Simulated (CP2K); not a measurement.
Consider fluoroacetonitrile at its PBE geometry (Å).

```xyz
6

N     2.1483    0.1168   -0.0087
C     0.9895    0.0194   -0.0030
C    -0.4701   -0.0865    0.0086
F    -1.0388    1.1854   -0.1478
H    -0.8138   -0.5059    0.9661
H    -0.8150   -0.7291   -0.8151
```

Method: CP2K XAS_TDP, all-electron GAPW, PBEh(45%), aug-cc-pVTZ, TDA, GW2X-corrected core level, no relativity.

Question: Predict the bright core excitations at the C K edge.

Leading lines: C2 287.02 eV and C3 290.28 eV. The leading line of an atom is its first one with 35 % of the strongest within 2.5 eV of its lowest line over the strength cut. Core ionisation energies at this level: C2 292.87 and C3 295.38 eV.

The first six lines of each atom with a strength over 0.0015:

```csv
atom,energy (eV),states,"strength, one atom",above the computed threshold
C2 (bonded to C and N),287.02,1,0.0451,
,287.49,1,0.0570,
,291.71,1,0.0133,
,292.57,1,0.0072,
,293.10,1,0.0045,yes
,293.79,1,0.0026,yes
"C3 (bonded to C, F and 2 H)",290.28,1,0.0401,
,292.40,1,0.0136,
,292.63,1,0.0033,
,293.75,1,0.0185,
,293.99,1,0.0465,
,294.57,1,0.0060,
```

Lines are vertical, at one geometry, with no vibrational structure. GW2X ionisation energies and lines can be off by 1 to 2 eV either way, and a good line position may hide errors that cancel. These values hold no scalar relativity, about 0.1 eV for C 1s. Rydberg lines, and the discretised continuum above threshold, depend on the basis and the box.

[Banner, clock and machine lines of the logs are left out without a mark of their own.]

[Logs are printed without paths, hosts, clocks, repeated set-up lines and the standing remarks that a program may print on its own settings, such as how far it seeks lower states.]

[Hosts, paths, dates, database ids (printed as entryN), source tags and the programs' standing remarks are cut or masked in the printed files.]
